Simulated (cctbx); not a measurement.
# Lattice, Laue class and space group of a new crystal

Cell: a = 11.5503 Å, b = 6.7110 Å, c = 6.7770 Å, α = 90.00°, β = 125.12°, γ = 90.00°. Expected content of the cell: Sb2 Sr4 Cr2 S12.

The data are simulated with cctbx, not measured: Mo Kα, λ = 0.71073 Å, to d = 0.77 Å, 80 % of the full sphere, strongest reflection 20000 counts, noise from counting, a 4 % proportional error and a noise floor of 8 counts (s.d.); no absorption.

Tests on the unmerged data give:

```text
3228 reflections to d = 0.770 A
centring   violations  <I/sigma> of those
    A        509 of  1605      4.4
    B        508 of  1612      4.4
    C          1 of  1635      0.0
    I        567 of  1610      5.7
    R        787 of  2161      5.9
    F        509 of  2426      2.9
Laue class    unique    Rint  (classes that these axes allow; Friedel mates merged)
C 1 2/m 1         530   0.034
space group    extra absences  I>4sigma  <I/sigma>
C 1 2 1                 0          0         -  acentric
C 1 m 1                 0          0         -  acentric
C 1 2/m 1               0          0         -  centric
Wilson B = 1.24 A^2   <|E^2-1|> = 1.033 (0.968 centric, 0.736 acentric)   E^2>4: 4.3 %
shell (A)         n   <I/sigma>
 5.54 - 1.53     76     21.8
 1.53 - 1.22     72     22.1
 1.22 - 1.07     56     20.1
 1.07 - 0.97     58     19.3
 0.97 - 0.90     78     17.9
 0.90 - 0.85     56     14.9
 0.85 - 0.81     74     14.8
 0.81 - 0.77     60     17.2
```

**Question.** What are the lattice type, the Laue class and the likely space group?

The reflections that C centring forbids are absent (⟨I/σ⟩ near 0), so the lattice is C.

Only C 1 2/m 1 fits these axes (Rint 0.034); a search for a hidden higher lattice was not made.

3 settings pass the absence test. No glide or screw absences show, which leaves C 1 2 1, C 1 m 1 and C 1 2/m 1.

⟨|E²−1|⟩ = 1.033 leans to a centrosymmetric structure. The Wilson B of 1.24 Å² means U ≈ 0.0157 Å².

The true group is C2/m (no. 12), Laue class 2/m, centrosymmetric. The tables only narrow the choice to the tied entries; cell content, site symmetry and trial solutions must settle it.

The model is made up (kin elements in a known structure type, no relaxation), so it says nothing on whether the phase exists.

[Logs are printed without paths, hosts, clocks, repeated set-up lines and the standing remarks that a program may print on its own settings, such as how far it seeks lower states.]
